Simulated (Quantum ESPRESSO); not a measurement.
# 1T-PtS2, 1 layer: a series in the share of short-range exact exchange, part 2 of 3

Aim: how the results for 1T-PtS2, 1 layer change with the share of short-range exact exchange.

Quantum ESPRESSO 7.5; plane-wave DFT, PBE, SG15 norm-conserving pseudopotentials.

So far. Step 2 (Relaxing cell and ions of the reference):  The last row is no step: it is a fresh SCF in the final cell with a new plane-wave basis, -0 meV from the row before.

### Step 3. Self-consistent run, 0

The self-consistent run of this member.

Level of this step: plane-wave DFT, PBE, SG15 norm-conserving pseudopotentials (Quantum ESPRESSO 7.5).

The input, m0.scf.in:

```
&control
  prefix = 'm0.scf'
  outdir = './out'
  pseudo_dir = './pseudo'
  calculation = 'scf'
  tprnfor = .true.
/
&system
  ibrav = 0
  nat = 3
  ntyp = 2
  ecutwfc = 60
  ecutrho = 240
  occupations = 'fixed'
  nbnd = 18
/
&electrons
  conv_thr = 1e-08
  mixing_beta = 0.6
  electron_maxstep = 120
/
ATOMIC_SPECIES
  S   32.0600  S_ONCV_PBE-1.2.upf
  Pt  195.0840  Pt_ONCV_PBE-1.2.upf
CELL_PARAMETERS angstrom
  3.57259010200000 0.00000000000000 0.00000000000000
  -1.78629505100000 3.09395378600000 0.00000000000000
  0.00000000000000 0.00000000000000 17.01408639300000
ATOMIC_POSITIONS crystal
  S   0.666666666700 0.333333333300 0.427769311700
  Pt  0.000000000000 0.000000000000 0.500000000000
  S   0.333333333300 0.666666666700 0.572230688300
K_POINTS automatic
  9 9 1 0 0 0
```

On the command line:

```bash
$ OMP_NUM_THREADS=1 mpirun -n 4 pw.x -nk 4 -in m0.scf.in > m0.scf.out
```

The program printed:

```text
[banner, memory and clock lines left out]
Program PWSCF v.7.5 starts
[citation notice left out]

[...]
Message from routine setup:
[...]
bravais-lattice index     =            0
     lattice parameter (alat)  =       6.7512  a.u.
     unit-cell volume          =    1269.1187 (a.u.)^3
     number of atoms/cell      =            3
     number of atomic types    =            2
     number of electrons       =        30.00
     number of Kohn-Sham states=           18
     kinetic-energy cutoff     =      60.0000  Ry
     charge density cutoff     =     240.0000  Ry
     scf convergence threshold =      1.0E-08
     mixing beta               =       0.6000
     number of iterations used =            8  plain     mixing
     Exchange-correlation= PBE
                           (   1   4   3   4   0   0   0)

[...]
PseudoPot. # 1 for S  read from file:
     ./pseudo/S_ONCV_PBE-1.2.upf
     Pseudo is Norm-conserving, Zval =  6.0
     Generated using ONCVPSP code by D. R. Hamann
     Using radial grid of  602 points,  4 beta functions with:
                l(1) =   0
                l(2) =   0
                l(3) =   1
                l(4) =   1

     PseudoPot. # 2 for Pt read from file:
     ./pseudo/Pt_ONCV_PBE-1.2.upf
     Pseudo is Norm-conserving, Zval = 18.0
     Generated using ONCVPSP code by D. R. Hamann
     Using radial grid of  602 points,  8 beta functions with:
                l(1) =   0
                l(2) =   0
                l(3) =   1
                l(4) =   1
                l(5) =   2
                l(6) =   2
                l(7) =   3
                l(8) =   3

     atomic species   valence    mass     pseudopotential
     S                 6.00    32.06000     S ( 1.00)
     Pt               18.00   195.08400     Pt( 1.00)

     12 Sym. Ops., with inversion, found

[...]
number of k points=    12
[...]
Dense  grid:    79623 G-vectors     FFT dimensions: (  36,  36, 160)

     Initial potential from superposition of free atoms

     starting charge      29.9524, renormalised to      30.0000

     negative rho (up, down):  9.582E-05 0.000E+00
     Starting wfcs are random

     per-process dynamical memory:    60.6 Mb

     Self-consistent Calculation

     iteration #  1     ecut=    60.00 Ry     beta= 0.60
     Davidson diagonalization with overlap
     ethr =  1.00E-02,  avg # of iterations = 12.6

     Threshold (ethr) on eigenvalues was too large:
     Diagonalizing with lowered threshold

     Davidson diagonalization with overlap
     ethr =  2.53E-04,  avg # of iterations =  3.0

     negative rho (up, down):  3.622E-06 0.000E+00

     total energy              =    -283.58545722 Ry
     estimated scf accuracy    <       0.06207998 Ry

     iteration #  2     ecut=    60.00 Ry     beta= 0.60
[...]
negative rho (up, down):  2.206E-06 0.000E+00

[...]
total energy              =    -283.58396344 Ry
     estimated scf accuracy    <       0.09298582 Ry

     iteration #  3     ecut=    60.00 Ry     beta= 0.60
[...]
negative rho (up, down):  2.541E-08 0.000E+00

[...]
total energy              =    -283.60292195 Ry
     estimated scf accuracy    <       0.00522116 Ry

     iteration #  4     ecut=    60.00 Ry     beta= 0.60
[...]
total energy              =    -283.60321589 Ry
     estimated scf accuracy    <       0.00030869 Ry

     iteration #  5     ecut=    60.00 Ry     beta= 0.60
[...]
total energy              =    -283.60327853 Ry
     estimated scf accuracy    <       0.00000494 Ry

     iteration #  6     ecut=    60.00 Ry     beta= 0.60
[...]
total energy              =    -283.60328254 Ry
     estimated scf accuracy    <       0.00000098 Ry

     iteration #  7     ecut=    60.00 Ry     beta= 0.60
[...]
total energy              =    -283.60328281 Ry
     estimated scf accuracy    <       0.00000041 Ry

     iteration #  8     ecut=    60.00 Ry     beta= 0.60
[...]
total energy              =    -283.60328283 Ry
     estimated scf accuracy    <       0.00000004 Ry

     iteration #  9     ecut=    60.00 Ry     beta= 0.60
[...]
total energy              =    -283.60328285 Ry
     estimated scf accuracy    <       0.00000001 Ry

     iteration # 10     ecut=    60.00 Ry     beta= 0.60
[...]
End of self-consistent calculation

          k = 0.0000 0.0000 0.0000 (  9937 PWs)   bands (ev):

  -100.2185 -54.3476 -54.3476 -54.2432 -15.5452 -13.3220  -7.0724  -7.0724
    -6.7044  -4.3871  -4.3871  -2.3287  -2.2182  -1.8421  -1.8421   1.6575
     1.6575   3.8373

          k = 0.0000 0.1283 0.0000 ( 10009 PWs)   bands (ev):

  -100.2185 -54.3499 -54.3482 -54.2429 -15.3942 -13.3590  -7.0506  -6.9778
    -6.5679  -4.6304  -4.5081  -2.9320  -1.9960  -1.7800  -1.5958   0.9876
     1.4693   4.1855

[...]
highest occupied, lowest unoccupied level (ev):    -1.5958    0.2287

!    total energy              =    -283.60328285 Ry
     estimated scf accuracy    <          1.8E-09 Ry

     The total energy is the sum of the following terms:
     one-electron contribution =   -1121.99612993 Ry
     hartree contribution      =     557.57901268 Ry
     xc contribution           =     -32.15490684 Ry
     ewald contribution        =     312.96874124 Ry

     convergence has been achieved in  10 iterations

     Forces acting on atoms (cartesian axes, Ry/au):

     atom    1 type  1   force =     0.00000000   -0.00000000   -0.00167572
     atom    2 type  2   force =    -0.00000000    0.00000000    0.00000000
     atom    3 type  1   force =     0.00000000    0.00000000    0.00167572

     Total force =     0.002370     Total SCF correction =     0.000129

[...]
```

It took 14 s on 4 MPI ranks of Arm Neoverse V1, shared host; peak memory 0.43 GiB.

Numbers from this step:

```
free energy                          : -3858.6192 eV
valence top, on the run's zero       : -1.596 eV
conduction bottom, on the run's zero : 0.2287 eV
gap by band count                    : 1.825 eV
```

### Step 4. Potential by pp.x, 0

plot_num = 11 writes the bare and Hartree potential, from which vacuum levels or, in a crystal, the mean potential are read.

The input, m0.pot.in:

```
&inputpp
  prefix = 'm0.scf'
  outdir = './out'
  filplot = 'm0.pot.dat'
  plot_num = 11
/
```

On the command line:

```bash
$ OMP_NUM_THREADS=1 mpirun -n 4 pp.x -in m0.pot.in > m0.pot.out
```

The program printed:

```text
[banner, memory and clock lines left out]
Program POST-PROC v.7.5 starts

          URL

     ./out/m0.scf.save/

     IMPORTANT: XC functional enforced from input :
     Exchange-correlation= PBE
                           (   1   4   3   4   0   0   0)
     Any further DFT definition will be discarded
     Please, verify this is what you really want

     Calling punch_plot, plot_num =  11
     Writing data to file  m0.pot.dat
     Message from routine chdens:
     namelist plot not found or invalid, exiting
```

The job ended after 0.73 s (4 MPI ranks; peak memory 0.09 GiB).

This step gave:

```
potential in the middle of the vacuum, over the valence top : 6.397 eV
```

Electrostatic potential energy of an electron; zero at the highest filled level of the SCF mesh. Table of potential energy, planar mean by z:

```tsv
z (Å)	potential energy, planar mean (eV)
0.0	6.40
0.5	6.40
1.0	6.40
1.5	6.40
2.0	6.40
2.5	6.40
3.0	6.40
3.5	6.40
4.0	6.39
4.5	6.39
5.0	6.36
5.5	6.22
6.0	5.59
6.5	2.70
7.0	-9.28
7.5	-13.6
8.0	-10.9
8.5	-24.1
9.0	-11.4
9.5	-13.2
10.0	-9.85
10.5	2.53
11.0	5.56
11.5	6.22
12.0	6.36
12.5	6.39
13.0	6.39
13.5	6.40
14.0	6.40
14.5	6.40
15.0	6.40
15.5	6.40
16.0	6.40
16.5	6.40
```

### Step 5. SCF with pw.x, 0.1

Level of this step: plane-wave DFT, screened hybrid with 0.1 exact exchange, SG15 norm-conserving pseudopotentials (Quantum ESPRESSO 7.5). input_dft overrides the functional of the files.

m1.scf.in, as its differences from the input of step 3:

```diff
@@ -1,3 +1,3 @@
 &control
-  prefix = 'm0.scf'
+  prefix = 'm1.scf'
   outdir = './out'
@@ -15,2 +15,8 @@
   nbnd = 18
+  input_dft = 'hse'
+  exx_fraction = 0.1
+  nqx1 = 3
+  nqx2 = 3
+  nqx3 = 1
+  ecutfock = 60
 /
```

On the command line:

```bash
$ OMP_NUM_THREADS=1 mpirun -n 4 pw.x -nk 4 -in m1.scf.in > m1.scf.out
```

The program printed:

```text
[banner, memory and clock lines left out]
Program PWSCF v.7.5 starts
[...]
Message from routine setup:
[...]
number of electrons       =        30.00
     number of Kohn-Sham states=           18
     kinetic-energy cutoff     =      60.0000  Ry
     charge density cutoff     =     240.0000  Ry
[...]
number of k points=    12
[...]
Dense  grid:    79623 G-vectors     FFT dimensions: (  36,  36, 160)
[...]
negative rho (up, down):  9.582E-05 0.000E+00
     Starting wfcs are random
[...]
negative rho (up, down):  3.622E-06 0.000E+00
[...]
estimated scf accuracy    <       0.06207998 Ry
[...]
negative rho (up, down):  2.206E-06 0.000E+00
[...]
estimated scf accuracy    <       0.09298582 Ry
[...]
negative rho (up, down):  2.541E-08 0.000E+00
[...]
estimated scf accuracy    <       0.00522116 Ry
[...]
estimated scf accuracy    <       0.00030869 Ry
[...]
estimated scf accuracy    <       0.00000494 Ry
[...]
estimated scf accuracy    <       0.00000098 Ry
[...]
estimated scf accuracy    <       0.00000041 Ry
[...]
estimated scf accuracy    <       0.00000004 Ry
[...]
estimated scf accuracy    <       0.00000001 Ry
[...]
highest occupied, lowest unoccupied level (ev):    -1.5958    0.2287
!    total energy              =    -283.60328285 Ry
     estimated scf accuracy    <          1.8E-09 Ry
     convergence has been achieved in  10 iterations
[...]
estimated scf accuracy    <       0.00022080 Ry
[...]
estimated scf accuracy    <       0.00031600 Ry
[...]
estimated scf accuracy    <       0.00001420 Ry
[...]
estimated scf accuracy    <       0.00000055 Ry
[...]
estimated scf accuracy    <       0.00000003 Ry
[...]
highest occupied, lowest unoccupied level (ev):    -1.8842    0.2998
!    total energy              =    -283.57470021 Ry
     estimated scf accuracy    <          3.7E-09 Ry
     convergence has been achieved in   6 iterations
[...]
estimated scf accuracy    <       0.00000294 Ry
[...]
estimated scf accuracy    <       0.00000568 Ry
[...]
estimated scf accuracy    <       0.00000009 Ry
[...]
highest occupied, lowest unoccupied level (ev):    -1.8894    0.3060
!    total energy              =    -283.57477985 Ry
     estimated scf accuracy    <          4.5E-09 Ry
     convergence has been achieved in   4 iterations
[...]
estimated scf accuracy    <       0.00000001 Ry
[...]
estimated scf accuracy    <       0.00000001 Ry
[...]
highest occupied, lowest unoccupied level (ev):    -1.8900    0.3064
!    total energy              =    -283.57478056 Ry
     estimated scf accuracy    <          1.5E-09 Ry
     convergence has been achieved in   3 iterations
[...]
!!   total energy              =    -283.57478057 Ry
[...]
Total force =     0.007428     Total SCF correction =     0.000040
[...]
```

The job ended after 65 s (4 MPI ranks; peak memory 2.8 GiB).

This step gave:

```
free energy                          : -3858.2314 eV
valence top, on the run's zero       : -1.890 eV
conduction bottom, on the run's zero : 0.3064 eV
gap by band count                    : 2.196 eV
```

### Step 6. Self-consistent run, 0.3

Level of this step: plane-wave DFT, screened hybrid with 0.3 exact exchange, SG15 norm-conserving pseudopotentials (Quantum ESPRESSO 7.5). input_dft overrides the functional of the files.

m5.scf.in, as its differences from the input of step 5:

```diff
@@ -1,3 +1,3 @@
 &control
-  prefix = 'm1.scf'
+  prefix = 'm5.scf'
   outdir = './out'
@@ -16,3 +16,3 @@
   input_dft = 'hse'
-  exx_fraction = 0.1
+  exx_fraction = 0.3
   nqx1 = 3
```

On the command line:

```bash
$ OMP_NUM_THREADS=1 mpirun -n 4 pw.x -nk 4 -in m5.scf.in > m5.scf.out
```

The program printed:

```text
[banner, memory and clock lines left out]
Program PWSCF v.7.5 starts
[...]
Message from routine setup:
[...]
number of electrons       =        30.00
     number of Kohn-Sham states=           18
     kinetic-energy cutoff     =      60.0000  Ry
     charge density cutoff     =     240.0000  Ry
[...]
number of k points=    12
[...]
Dense  grid:    79623 G-vectors     FFT dimensions: (  36,  36, 160)
[...]
negative rho (up, down):  9.582E-05 0.000E+00
     Starting wfcs are random
[...]
negative rho (up, down):  3.622E-06 0.000E+00
[...]
estimated scf accuracy    <       0.06207998 Ry
[...]
negative rho (up, down):  2.206E-06 0.000E+00
[...]
estimated scf accuracy    <       0.09298582 Ry
[...]
negative rho (up, down):  2.541E-08 0.000E+00
[...]
estimated scf accuracy    <       0.00522116 Ry
[...]
estimated scf accuracy    <       0.00030869 Ry
[...]
estimated scf accuracy    <       0.00000494 Ry
[...]
estimated scf accuracy    <       0.00000098 Ry
[...]
estimated scf accuracy    <       0.00000041 Ry
[...]
estimated scf accuracy    <       0.00000004 Ry
[...]
estimated scf accuracy    <       0.00000001 Ry
[...]
highest occupied, lowest unoccupied level (ev):    -1.5958    0.2287
!    total energy              =    -283.60328285 Ry
     estimated scf accuracy    <          1.8E-09 Ry
     convergence has been achieved in  10 iterations
[...]
estimated scf accuracy    <       0.00160120 Ry
[...]
estimated scf accuracy    <       0.00179573 Ry
[...]
estimated scf accuracy    <       0.00007350 Ry
[...]
estimated scf accuracy    <       0.00000190 Ry
[...]
estimated scf accuracy    <       0.00000016 Ry
[...]
estimated scf accuracy    <       0.00000001 Ry
[...]
highest occupied, lowest unoccupied level (ev):    -2.4212    0.4431
!    total energy              =    -283.52227027 Ry
     estimated scf accuracy    <          1.3E-09 Ry
     convergence has been achieved in   7 iterations
[...]
estimated scf accuracy    <       0.00010261 Ry
[...]
estimated scf accuracy    <       0.00013743 Ry
[...]
estimated scf accuracy    <       0.00000314 Ry
[...]
estimated scf accuracy    <       0.00000008 Ry
[...]
highest occupied, lowest unoccupied level (ev):    -2.4527    0.4889
!    total energy              =    -283.52396779 Ry
     estimated scf accuracy    <          1.2E-09 Ry
     convergence has been achieved in   5 iterations
[...]
estimated scf accuracy    <       0.00000756 Ry
[...]
estimated scf accuracy    <       0.00001006 Ry
[...]
estimated scf accuracy    <       0.00000022 Ry
[...]
highest occupied, lowest unoccupied level (ev):    -2.4604    0.4984
!    total energy              =    -283.52405972 Ry
     estimated scf accuracy    <          6.0E-09 Ry
     convergence has been achieved in   4 iterations
[...]
estimated scf accuracy    <       0.00000035 Ry
[...]
estimated scf accuracy    <       0.00000037 Ry
[...]
estimated scf accuracy    <       0.00000002 Ry
[...]
highest occupied, lowest unoccupied level (ev):    -2.4624    0.5006
!    total energy              =    -283.52406536 Ry
     estimated scf accuracy    <          4.2E-10 Ry
     convergence has been achieved in   4 iterations
[...]
estimated scf accuracy    <       0.00000002 Ry
[...]
estimated scf accuracy    <       0.00000002 Ry
[...]
highest occupied, lowest unoccupied level (ev):    -2.4629    0.5012
!    total energy              =    -283.52406571 Ry
     estimated scf accuracy    <          1.4E-09 Ry
     convergence has been achieved in   3 iterations
[...]
highest occupied, lowest unoccupied level (ev):    -2.4632    0.5011
!    total energy              =    -283.52406573 Ry
     estimated scf accuracy    <          3.0E-09 Ry
     convergence has been achieved in   1 iterations
[...]
!!   total energy              =    -283.52406573 Ry
[...]
Total force =     0.026614     Total SCF correction =     0.000110
[...]
```

Run time: 1.8 min. Hardware: 4 MPI ranks; peak memory 2.8 GiB.

Numbers from this step:

```
free energy                          : -3857.5414 eV
valence top, on the run's zero       : -2.463 eV
conduction bottom, on the run's zero : 0.5011 eV
gap by band count                    : 2.964 eV
```

(Part 2 of 3 ends here.)

[Logs are printed without paths, hosts, clocks, repeated set-up lines and the standing remarks that a program may print on its own settings, such as how far it seeks lower states.]

[Hosts, paths, dates, database ids (printed as entryN), source tags and the programs' standing remarks are cut or masked in the printed files.]

[Maps of the electrostatic potential energy from Ansatz leave out the sawtooth potential of an applied field or a dipole correction, so their vacuum need not be flat; planar profiles and work functions include it.]
